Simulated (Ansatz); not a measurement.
# Ca on Co(0001): change of the work function, part 2 of 3

Aim: the work function of Co(0001) at several coverages of Ca (fcc site), and the dipole that each adsorbate carries.

Ansatz 0.2.0; plane-wave DFT, PBE, Ansatz PAW.

So far, work function, upper face (eV): step 2 (the clean slab) 4.93.

## (3) Adsorbate added, k-mesh 4×4×1, coverage 0.111 ML

System of this step: Ca/Co(0001). The cell holds 37 atoms: 36 Co and 1 Ca. Its edges and angles: a = 7.530 Å, b = 7.530 Å, c = 26.779 Å, α = 90.0°, β = 90.0°, γ = 60.0°. Vacuum lies along c.

The clean slab as it ended is repeated in the plane and the adsorbate is set on one face; the cell's size fixes the coverage, and the k-mesh shrinks with it to keep the sampling density about even. Adsorbate and upper layers relax, since the dipole depends on the height.

The input, input.yaml:

```yaml
crystal:
  lattice:
    - [7.53, 0.0, 0.0]
    - [3.765, 6.5211712905, 0.0]
    - [0.0, 0.0, 26.7788580288]
  atoms:
    - { symbol: Co, position: [0.2222222222, 0.2222222222, 0.3360860269], spin: 1.82 }
    - { symbol: Co, position: [0.0, 0.0, 0.4121015911], spin: 1.76 }
    - { symbol: Co, position: [0.2222222222, 0.2222222222, 0.4884830077], spin: 1.74 }
    - { symbol: Co, position: [0.0, 0.0, 0.5611307648], spin: 1.79 }
    - { symbol: Co, position: [0.2222222222, 0.5555555556, 0.3360860269], spin: 1.82 }
    - { symbol: Co, position: [0.0, 0.3333333333, 0.4121015911], spin: 1.76 }
    - { symbol: Co, position: [0.2222222222, 0.5555555556, 0.4884830077], spin: 1.74 }
    - { symbol: Co, position: [0.0, 0.3333333333, 0.5611307648], spin: 1.79 }
    - { symbol: Co, position: [0.2222222222, 0.8888888889, 0.3360860269], spin: 1.82 }
    - { symbol: Co, position: [0.0, 0.6666666667, 0.4121015911], spin: 1.76 }
    - { symbol: Co, position: [0.2222222222, 0.8888888889, 0.4884830077], spin: 1.74 }
    - { symbol: Co, position: [0.0, 0.6666666667, 0.5611307648], spin: 1.79 }
    - { symbol: Co, position: [0.5555555556, 0.2222222222, 0.3360860269], spin: 1.82 }
    - { symbol: Co, position: [0.3333333333, 0.0, 0.4121015911], spin: 1.76 }
    - { symbol: Co, position: [0.5555555556, 0.2222222222, 0.4884830077], spin: 1.74 }
    - { symbol: Co, position: [0.3333333333, 0.0, 0.5611307648], spin: 1.79 }
    - { symbol: Co, position: [0.5555555556, 0.5555555556, 0.3360860269], spin: 1.82 }
    - { symbol: Co, position: [0.3333333333, 0.3333333333, 0.4121015911], spin: 1.76 }
    - { symbol: Co, position: [0.5555555556, 0.5555555556, 0.4884830077], spin: 1.74 }
    - { symbol: Co, position: [0.3333333333, 0.3333333333, 0.5611307648], spin: 1.79 }
    - { symbol: Co, position: [0.5555555556, 0.8888888889, 0.3360860269], spin: 1.82 }
    - { symbol: Co, position: [0.3333333333, 0.6666666667, 0.4121015911], spin: 1.76 }
    - { symbol: Co, position: [0.5555555556, 0.8888888889, 0.4884830077], spin: 1.74 }
    - { symbol: Co, position: [0.3333333333, 0.6666666667, 0.5611307648], spin: 1.79 }
    - { symbol: Co, position: [0.8888888889, 0.2222222222, 0.3360860269], spin: 1.82 }
    - { symbol: Co, position: [0.6666666667, 0.0, 0.4121015911], spin: 1.76 }
    - { symbol: Co, position: [0.8888888889, 0.2222222222, 0.4884830077], spin: 1.74 }
    - { symbol: Co, position: [0.6666666667, 0.0, 0.5611307648], spin: 1.79 }
    - { symbol: Co, position: [0.8888888889, 0.5555555556, 0.3360860269], spin: 1.82 }
    - { symbol: Co, position: [0.6666666667, 0.3333333333, 0.4121015911], spin: 1.76 }
    - { symbol: Co, position: [0.8888888889, 0.5555555556, 0.4884830077], spin: 1.74 }
    - { symbol: Co, position: [0.6666666667, 0.3333333333, 0.5611307648], spin: 1.79 }
    - { symbol: Co, position: [0.8888888889, 0.8888888889, 0.3360860269], spin: 1.82 }
    - { symbol: Co, position: [0.6666666667, 0.6666666667, 0.4121015911], spin: 1.76 }
    - { symbol: Co, position: [0.8888888889, 0.8888888889, 0.4884830077], spin: 1.74 }
    - { symbol: Co, position: [0.6666666667, 0.6666666667, 0.5611307648], spin: 1.79 }
    - { symbol: Ca, position: [0.1111111111, 0.1111111111, 0.6639139731] }
magnetization:
  spin_polarized: true
kpoints:
  mp_grid: { grid: [4, 4, 1] }
hamiltonian:
  xc: pbe
scf:
  occupations: { method: fermi_dirac, width: 0.1 }
  convergence: { dr2_threshold: 1.0e-08 }
efield:
  axis: 3
  dipole_correction: true
  ramp_position: 0.97
  ramp_width: 0.06
relax:
  f_tol: 0.02
  max_steps: 60
  constraints:
    - { sites: [0, 1, 4, 5, 8, 9, 12, 13, 16, 17, 20, 21, 24, 25, 28, 29, 32, 33] }
output:
  write_potential: true
  write_density: true
  volumetric_format: npy
```

Run with:

```console
ansatz run input.yaml --threads 4 --pin off --max-ram 16384MiB --backend cpu --events-out ev --progress --plain --runs-dir out
```

Numbers of over 12 decimals in the logs are rounded to 6 here.

Log:

```text
[...]
Crystal: 37 atoms, lattice volume = 1314.960 Å³
Basis set: ecut = 420 eV, 25793 PW (Γ), exchange–correlation on 108×108×360 points (8 copies of the dense FFT grid, shifted against one another)
Bands: 412, of which v1, the nominal top of the filled ones, is band 311 counted from 1 (310 counted from 0)
Symmetry: 6 space group operations
k-points: 4 of 16 (time reversal used)
[...]
Starting moments: Σ|m| = 63.99 μB on 36 of 37 sites
[...]
SCF iter   1: F=—  HF=-186332.637061 eV  |F-HF|=—  |Δ(HF+E_count)|=         —  Δρ=4.38e-2 (↑9.90e-3 ↓4.38e-2)  dr2=6.80e1  dr2_m=5.02e0  M=62.566 μB ∫|m|=64.755 μB  β_m=1.00  ethr=3.10e-3  p=-0.000 e·Å  D=-1.39e-7 V/Å  ΔV_dip=0.00 eV  dr2_dipole=2.42e0  V_vac-E_F(+/−)=7.38/7.38 eV  ⟨swp⟩=8.9  Hψ=15962  notcnv=0  defer=360
[...]
SCF iter  20: F=-186346.214853 eV  HF=-186346.214853 eV  |F-HF|=3.11e-9  |Δ(HF+E_count)|=   2.85e-8  Δρ=4.09e-7 (↑7.83e-8 ↓4.09e-7)  dr2=5.48e-9  dr2_m=3.99e-10  M=61.291 μB ∫|m|=67.419 μB  ethr=1.00e-12  p=0.680 e·Å  D=9.36e-2 V/Å  ΔV_dip=-2.51 eV  dr2_dipole=6.25e-10  V_vac-E_F(+/−)=2.47/4.97 eV  ⟨swp⟩=6.2  Hψ=18503  notcnv=0
SCF 1 converged in 20 iterations: F = -186346.214853 eV  dr2 = 5.48e-9
[...]
relax step   1: F+E_penalty+E_count = -186346.21485347 eV  Δ(F+E_penalty+E_count) = +0.000e0 eV  max|allowed force component| = 1.459e0 eV/Å  Δτ_max = 0.0000 Å  (20 SCF iters, accepted)
[...]
SCF iter   1: F=—  HF=-186346.491542 eV  |F-HF|=—  |Δ(HF+E_count)|=         —  Δρ=1.85e-3 (↑1.32e-3 ↓1.85e-3)  dr2=1.82e-1  dr2_m=1.99e-2  M=61.090 μB ∫|m|=67.266 μB  β_m=1.00  ethr=1.43e-5  p=0.680 e·Å  D=9.36e-2 V/Å  ΔV_dip=-2.51 eV  dr2_dipole=1.40e-2  V_vac-E_F(+/−)=2.48/4.98 eV  ⟨swp⟩=3.0  Hψ=13985  notcnv=0  defer=245
[...]
eigensolver tolerance schedule calibrated: the retry pair's looser diagonalisation under-reported the residual by θ = 0.51 (0.22/decade); ethr = c·dr2/N_el runs at the constant in force after the calibration composes with the one it found (an armed cap, an earlier calibration), c = 2.1e-2
[...]
SCF iter   2: F=—  HF=-186346.480532 eV  |F-HF|=—  |Δ(HF+E_count)|=   1.10e-2  Δρ=7.34e-4 (↑7.34e-4 ↓6.10e-4)  dr2=5.79e-2  dr2_m=2.76e-4  M=61.019 μB ∫|m|=67.207 μB  β_m=0.35  ethr=6.12e-6  p=0.691 e·Å  D=9.51e-2 V/Å  ΔV_dip=-2.55 eV  dr2_dipole=4.06e-5  V_vac-E_F(+/−)=2.43/4.98 eV  ⟨swp⟩=2.0  Hψ=5639  notcnv=0  defer=325
[...]
SCF iter  15: F=-186346.475957 eV  HF=-186346.475957 eV  |F-HF|=2.50e-9  |Δ(HF+E_count)|=   3.03e-9  Δρ=3.15e-7 (↑1.72e-7 ↓3.15e-7)  dr2=3.04e-9  dr2_m=1.04e-10  M=61.063 μB ∫|m|=67.233 μB  ethr=1.00e-12  p=0.738 e·Å  D=1.01e-1 V/Å  ΔV_dip=-2.72 eV  dr2_dipole=4.04e-10  V_vac-E_F(+/−)=2.26/4.97 eV  ⟨swp⟩=5.9  Hψ=17962  notcnv=0
SCF 2 converged in 15 iterations: F = -186346.475957 eV  dr2 = 3.04e-9
[...]
relax step   2: F+E_penalty+E_count = -186346.47595694 eV  Δ(F+E_penalty+E_count) = -2.611e-1 eV  max|allowed force component| = 1.094e0 eV/Å  Δτ_max = 0.1956 Å  (15 SCF iters, accepted)
SCF iter   1: F=—  HF=-186346.655685 eV  |F-HF|=—  |Δ(HF+E_count)|=         —  Δρ=2.53e-3 (↑1.60e-3 ↓2.53e-3)  dr2=3.82e-1  dr2_m=3.49e-2  M=60.895 μB ∫|m|=67.139 μB  β_m=1.00  ethr=3.02e-4  p=0.738 e·Å  D=1.01e-1 V/Å  ΔV_dip=-2.72 eV  dr2_dipole=7.61e-2  V_vac-E_F(+/−)=2.27/4.99 eV  ⟨swp⟩=7.6  Hψ=11957  notcnv=0  defer=311
[...]
SCF iter  13: F=-186346.631286 eV  HF=-186346.631286 eV  |F-HF|=1.37e-9  |Δ(HF+E_count)|=   8.38e-9  Δρ=5.01e-7 (↑1.06e-7 ↓5.01e-7)  dr2=4.86e-9  dr2_m=6.06e-10  M=60.847 μB ∫|m|=67.101 μB  ethr=1.00e-12  p=0.759 e·Å  D=1.05e-1 V/Å  ΔV_dip=-2.80 eV  dr2_dipole=1.58e-10  V_vac-E_F(+/−)=2.17/4.97 eV  ⟨swp⟩=6.4  Hψ=18309  notcnv=0
SCF 3 converged in 13 iterations: F = -186346.631286 eV  dr2 = 4.86e-9
relax step   3: F+E_penalty+E_count = -186346.63128579 eV  Δ(F+E_penalty+E_count) = -1.553e-1 eV  max|allowed force component| = 3.046e-1 eV/Å  Δτ_max = 0.1970 Å  (13 SCF iters, accepted)
[...]
relax step   4: F+E_penalty+E_count = -186346.65300907 eV  Δ(F+E_penalty+E_count) = -2.172e-2 eV  max|allowed force component| = 1.865e-1 eV/Å  Δτ_max = 0.1174 Å  (14 SCF iters, accepted)
[...]
relax step   5: F+E_penalty+E_count = -186346.65800952 eV  Δ(F+E_penalty+E_count) = -5.000e-3 eV  max|allowed force component| = 5.810e-2 eV/Å  Δτ_max = 0.0194 Å  (12 SCF iters, accepted)
SCF iter   1: F=—  HF=-186346.659239 eV  |F-HF|=—  |Δ(HF+E_count)|=         —  Δρ=2.11e-4 (↑1.79e-4 ↓2.11e-4)  dr2=9.86e-4  dr2_m=3.52e-4  M=60.737 μB ∫|m|=67.012 μB  β_m=1.00  ethr=3.04e-6  p=0.749 e·Å  D=1.03e-1 V/Å  ΔV_dip=-2.76 eV  dr2_dipole=1.17e-5  V_vac-E_F(+/−)=2.21/4.97 eV  ⟨swp⟩=2.5  Hψ=5562  notcnv=0  defer=383
[...]
SCF iter  12: F=-186346.658559 eV  HF=-186346.658559 eV  |F-HF|=4.48e-9  |Δ(HF+E_count)|=  5.53e-10  Δρ=5.95e-7 (↑5.22e-8 ↓5.95e-7)  dr2=4.65e-9  dr2_m=1.13e-9  M=60.740 μB ∫|m|=67.013 μB  ethr=1.00e-12  p=0.749 e·Å  D=1.03e-1 V/Å  ΔV_dip=-2.76 eV  dr2_dipole=2.24e-12  V_vac-E_F(+/−)=2.21/4.97 eV  ⟨swp⟩=6.0  Hψ=16188  notcnv=0
SCF 6 converged in 12 iterations: F = -186346.658559 eV  dr2 = 4.65e-9
relax step   6: F+E_penalty+E_count = -186346.65855914 eV  Δ(F+E_penalty+E_count) = -5.496e-4 eV  max|allowed force component| = 9.315e-3 eV/Å  Δτ_max = 0.0062 Å  (12 SCF iters, accepted)
NSCF: frozen V_eff on 4 k-points
[...]
SCF converged after 12 iterations
Magnetization: 60.7402 μB (341.3701 up, 280.6299 down)
Absolute magnetization: 67.0305 μB (∫|ρ↑−ρ↓|, with the PAW one-centre terms)
[...]
Per-site moments (μB) at R_I (Å): [(1.820865, 1.030734), (1.751257, 1.030129), (1.721102, 0.998394), (1.610538, 0.986290), (1.821838, 1.030734), (1.751257, 1.030129), (1.741021, 1.004748), (1.610538, 0.986290), (1.820865, 1.030734), (1.754822, 1.030734), (1.721102, 0.998394), (1.801668, 1.004748), (1.821838, 1.030734), (1.751257, 1.030129), (1.741021, 1.004748), (1.610538, 0.986290), (1.821838, 1.030734), (1.755847,  [...]
Free energy (F): -186346.658559 eV
[...]
Internal energy: -186345.384160 eV  (E = F + TS)
E sigma→0 (E₀):  -186346.021360 eV
Entropy (-TS):   -1.274399 eV (-34.443 meV/atom)
Fermi energy:    3.374622 eV
Dipole field:    D = 0.103096 V/Å  (p = 0.749190 e·Å, saw-weighted, corrected)
Work function:   Φ+ = 2.2089 eV   Φ− = 4.9696 eV
[...]
--- Forces (eV/Å), atoms counted from 1 ---
  atom   1  Co     0.00256493     0.00148086     0.50246064
  atom   2  Co    -0.01099210    -0.00634629    -0.52492925
  atom   3  Co     0.00806712     0.00465756    -0.00584134
  atom   4  Co    -0.00134649    -0.00077740     0.00428002
  atom   5  Co     0.00072873    -0.00042073     0.50136340
  atom   6  Co     0.00000000     0.01269259    -0.52492925
  atom   7  Co     0.00138920    -0.00080206     0.00400133
  atom   8  Co     0.00000000     0.00155479     0.00428002
  atom   9  Co     0.00000000    -0.00296173     0.50246064
  atom  10  Co     0.03536211    -0.02041632    -0.49835306
  atom  11  Co    -0.00000000    -0.00931511    -0.00584134
  atom  12  Co    -0.00266242     0.00153715    -0.00323538
  atom  13  Co    -0.00000000     0.00084146     0.50136340
  atom  14  Co     0.01099210    -0.00634629    -0.52492925
  atom  15  Co    -0.00000000     0.00160411     0.00400133
  atom  16  Co     0.00134649    -0.00077740     0.00428002
  atom  17  Co    -0.00072873    -0.00042073     0.50136340
  atom  18  Co     0.03873671     0.02236465    -0.48430490
  atom  19  Co    -0.00138920    -0.00080206     0.00400133
  atom  20  Co     0.00277657     0.00160306    -0.00116180
  atom  21  Co     0.00208913    -0.00120616     0.50340197
  atom  22  Co     0.00000000    -0.04472930    -0.48430490
  atom  23  Co     0.00450230    -0.00259940     0.00324529
  atom  24  Co     0.00000000    -0.00320611    -0.00116180
  atom  25  Co    -0.00256493     0.00148086     0.50246064
  atom  26  Co    -0.00000000     0.04083264    -0.49835306
  atom  27  Co    -0.00806712     0.00465756    -0.00584134
  atom  28  Co    -0.00000000    -0.00307430    -0.00323538
  atom  29  Co    -0.00000000     0.00241232     0.50340197
  atom  30  Co    -0.03873671     0.02236465    -0.48430490
  atom  31  Co    -0.00000000     0.00519881     0.00324529
  atom  32  Co    -0.00277657     0.00160306    -0.00116180
  atom  33  Co    -0.00208913    -0.00120616     0.50340197
  atom  34  Co    -0.03536211    -0.02041632    -0.49835306
  atom  35  Co    -0.00450230    -0.00259940     0.00324529
  atom  36  Co     0.00266242     0.00153715    -0.00323538
  atom  37  Ca    -0.00000000    -0.00000000    -0.00276422
  max |Σ_I F_I| component: 1.65e-5 eV/Å
--- Band table (eV; the first three rows and the last of 8) ---
  k-point 0 ↑: bands = [... 307 lower, 2.1885, 2.1963, 2.1963, 2.2091, 2.2191, 2.2312, 2.2357, 2.2357, ... 97 higher]
  k-point 1 ↑: bands = [... 307 lower, 2.2149, 2.2266, 2.2296, 2.2346, 2.2469, 2.2872, 2.2918, 2.3106, ... 97 higher]
  k-point 2 ↑: bands = [... 307 lower, 2.2719, 2.2825, 2.2869, 2.2933, 2.2990, 2.3101, 2.3121, 2.3195, ... 97 higher]
  k-point 3 ↓: bands = [... 307 lower, 4.1588, 4.2009, 4.2287, 4.2341, 4.2480, 4.2706, 4.2788, 4.2856, ... 97 higher]
--- Relaxed structure (6 steps of the walk, 6 accepted, 0 SCFs on fresh bases) ---
  F+E_penalty+E_count = -186346.65855914 eV   max|allowed force component| = 9.315e-3 eV/Å
  atoms:
    - { symbol: Co, position: [0.222222, 0.222222, 0.3360860269] }
    - { symbol: Co, position: [1.1111101403313757e-11, 1.1111101403313758e-11, 0.4121015911] }
    - { symbol: Co, position: [0.222763, 0.222763, 0.487956] }
    - { symbol: Co, position: [-0.00221482, -0.00221482, 0.559838] }
    - { symbol: Co, position: [0.222222, 0.555556, 0.3360860269] }
    - { symbol: Co, position: [1.1111084274872951e-11, 0.333333, 0.4121015911] }
    - { symbol: Co, position: [0.222728, 0.555302, 0.489033] }
    - { symbol: Co, position: [-0.00221482, 0.337763, 0.559838] }
    - { symbol: Co, position: [0.222222, 0.888889, 0.3360860269] }
    - { symbol: Co, position: [-2.2222279572048365e-11, 0.666667, 0.4121015911] }
    - { symbol: Co, position: [0.222763, 0.887808, 0.487956] }
    - { symbol: Co, position: [0.000299004, 0.666517, 0.562104] }
    - { symbol: Co, position: [0.555556, 0.222222, 0.3360860269] }
    - { symbol: Co, position: [0.333333, 1.1111101403313758e-11, 0.4121015911] }
    - { symbol: Co, position: [0.555302, 0.222728, 0.489033] }
    - { symbol: Co, position: [0.337763, -0.00221482, 0.559838] }
    - { symbol: Co, position: [0.555556, 0.555556, 0.3360860269] }
    - { symbol: Co, position: [0.333333, 0.333333, 0.4121015911] }
    - { symbol: Co, position: [0.555302, 0.555302, 0.489033] }
    - { symbol: Co, position: [0.332026, 0.332026, 0.562280] }
    - { symbol: Co, position: [0.555556, 0.888889, 0.3360860269] }
    - { symbol: Co, position: [0.333333, 0.666667, 0.4121015911] }
    - { symbol: Co, position: [0.556930, 0.888202, 0.488258] }
    - { symbol: Co, position: [0.332026, 0.669282, 0.562280] }
    - { symbol: Co, position: [0.888889, 0.222222, 0.3360860269] }
    - { symbol: Co, position: [0.666667, -2.2222234688031943e-11, 0.4121015911] }
    - { symbol: Co, position: [0.887808, 0.222763, 0.487956] }
    - { symbol: Co, position: [0.666517, 0.000299004, 0.562104] }
    - { symbol: Co, position: [0.888889, 0.555556, 0.3360860269] }
    - { symbol: Co, position: [0.666667, 0.333333, 0.4121015911] }
    - { symbol: Co, position: [0.888202, 0.556930, 0.488258] }
    - { symbol: Co, position: [0.669282, 0.332026, 0.562280] }
    - { symbol: Co, position: [0.888889, 0.888889, 0.3360860269] }
    - { symbol: Co, position: [0.666667, 0.666667, 0.4121015911] }
    - { symbol: Co, position: [0.888202, 0.888202, 0.488258] }
    - { symbol: Co, position: [0.666517, 0.666517, 0.562104] }
    - { symbol: Ca, position: [0.111111, 0.111111, 0.645340] }
```

Run time: 34 min. Hardware: 4 threads of Arm Neoverse V1, shared host; peak memory 10 GiB.

Relaxation path:

```tsv
step	energy less that of the first step (eV)	largest force component (eV/Å)
1	0.0000	1.4586
2	-0.2611	1.0942
3	-0.4164	0.3046
4	-0.4382	0.1865
5	-0.4432	0.0581
6	-0.4437	0.0093
```

The run keeps the 6 symmetry operations that it works with, so distortions that break them were not tested.

The atoms that moved most (Å):

```tsv
atom	dx	dy	dz	length
Ca37	0.000	0.000	-0.497	0.497
Co4	-0.025	-0.014	-0.035	0.045
Co16	0.025	-0.014	-0.035	0.045
Co8	0.000	0.029	-0.035	0.045
Co32	0.015	-0.009	0.031	0.035
Co20	-0.015	-0.009	0.031	0.035
Co24	0.000	0.017	0.031	0.035
Co12	0.002	-0.001	0.026	0.026
```

Final coordinates:

```
Co Ca
1.0
     7.53000    0.00000    0.00000
     3.76500    6.52117    0.00000
     0.00000    0.00000   26.77886
Co Ca
36 1
Direct
  0.22222 0.22222 0.33609
  0.00000 0.00000 0.41210
  0.22276 0.22276 0.48796
  0.99779 0.99779 0.55984
  0.22222 0.55556 0.33609
  0.00000 0.33333 0.41210
  0.22273 0.55530 0.48903
  0.99779 0.33776 0.55984
  0.22222 0.88889 0.33609
  0.00000 0.66667 0.41210
  0.22276 0.88781 0.48796
  0.00030 0.66652 0.56210
  0.55556 0.22222 0.33609
  0.33333 0.00000 0.41210
  0.55530 0.22273 0.48903
  0.33776 0.99779 0.55984
  0.55556 0.55556 0.33609
  0.33333 0.33333 0.41210
  0.55530 0.55530 0.48903
  0.33203 0.33203 0.56228
  0.55556 0.88889 0.33609
  0.33333 0.66667 0.41210
  0.55693 0.88820 0.48826
  0.33203 0.66928 0.56228
  0.88889 0.22222 0.33609
  0.66667 0.00000 0.41210
  0.88781 0.22276 0.48796
  0.66652 0.00030 0.56210
  0.88889 0.55556 0.33609
  0.66667 0.33333 0.41210
  0.88820 0.55693 0.48826
  0.66928 0.33203 0.56228
  0.88889 0.88889 0.33609
  0.66667 0.66667 0.41210
  0.88820 0.88820 0.48826
  0.66652 0.66652 0.56210
  0.11111 0.11111 0.64534
```

Numbers from this step:

| Item | Value |
| --- | --- |
| energy at zero smearing | -186346.0214 eV |
| total moment | 60.74 μB |
| work function, upper face | 2.209 eV |
| work function, lower face | 4.970 eV |
| dipole along the normal | 0.7492 e·Å |
| step between the vacuum levels | -2.761 eV |

Running mean over 2.03561 Å of the planar mean; the ramp of the sawtooth is left out. The electron's electrostatic potential energy less the Fermi level by z:

z (Å), electron's electrostatic potential energy less the Fermi level (eV) and a bar from the least value:
```
      3.5        5.0 ##############################
      4.0        5.0 ##############################
      4.5        5.0 ##############################
      5.0        5.0 ##############################
      5.5        5.0 ##############################
      6.0        4.9 ##############################
      6.5        4.7 ##############################
      7.0        4.2 #############################
      7.5        1.9 ########################
      8.0       -3.5 ###############
      8.5       -8.6 #####
      9.0      -10.3 ##
      9.5      -10.5 ##
     10.0      -10.5 ##
     10.5      -10.5 ##
     11.0      -10.5 ##
     11.5      -10.5 ##
     12.0      -10.5 ##
     12.5      -10.5 ##
     13.0      -10.6 #
     13.5      -11.0 #
     14.0      -11.4 
     14.5      -11.1 #
     15.0      -10.5 ##
     15.5       -9.0 ####
     16.0       -4.8 ############
     16.5       -0.4 ####################
     17.0        1.1 #######################
     17.5        1.1 #######################
     18.0        1.1 #######################
     18.5        1.6 ########################
     19.0        2.0 ########################
     19.5        2.1 #########################
     20.0        2.2 #########################
     20.5        2.2 #########################
     21.0        2.2 #########################
     21.5        2.2 #########################
     22.0        2.2 #########################
     22.5        2.2 #########################
     23.0        2.2 #########################
     23.5        2.2 #########################
```

Site moment by element, in μB:

```tsv
element	atoms	mean	spread (r.m.s.)	least	largest
Co	36	1.76	0.06	1.61	1.82
Ca	1	-0.06	0.00	-0.06	-0.06
```

The atoms farthest from the mean of their element:

```tsv
atom	x, y, z (Å)	site moment (μB)
Co16	2.54, -0.01, 14.99	1.61
Co8	1.26, 2.20, 14.99	1.61
Co4	-0.03, -0.01, 14.99	1.61
Co13	5.02, 1.45, 9.00	1.82
Co17	6.28, 3.62, 9.00	1.82
Co5	3.76, 3.62, 9.00	1.82
Co21	7.53, 5.80, 9.00	1.82
Co33	10.04, 5.80, 9.00	1.82
```

The relaxation took 6 steps and lowered the energy by 0.44 eV; the largest force on the free atoms ends at 0.0093 eV/Å.

The covered face has 2.21 eV, -2.72 eV against the clean one; the bare back face has moved by -0.02 eV, a measure of how thin the slab is.

(Continued in part 3 of 3.)

[Logs are printed without paths, hosts, clocks, repeated set-up lines and the standing remarks that a program may print on its own settings, such as how far it seeks lower states.]

[Hosts, paths, dates, database ids (printed as entryN), source tags and the programs' standing remarks are cut or masked in the printed files.]

[Maps of the electrostatic potential energy from Ansatz leave out the sawtooth potential of an applied field or a dipole correction, so their vacuum need not be flat; planar profiles and work functions include it.]
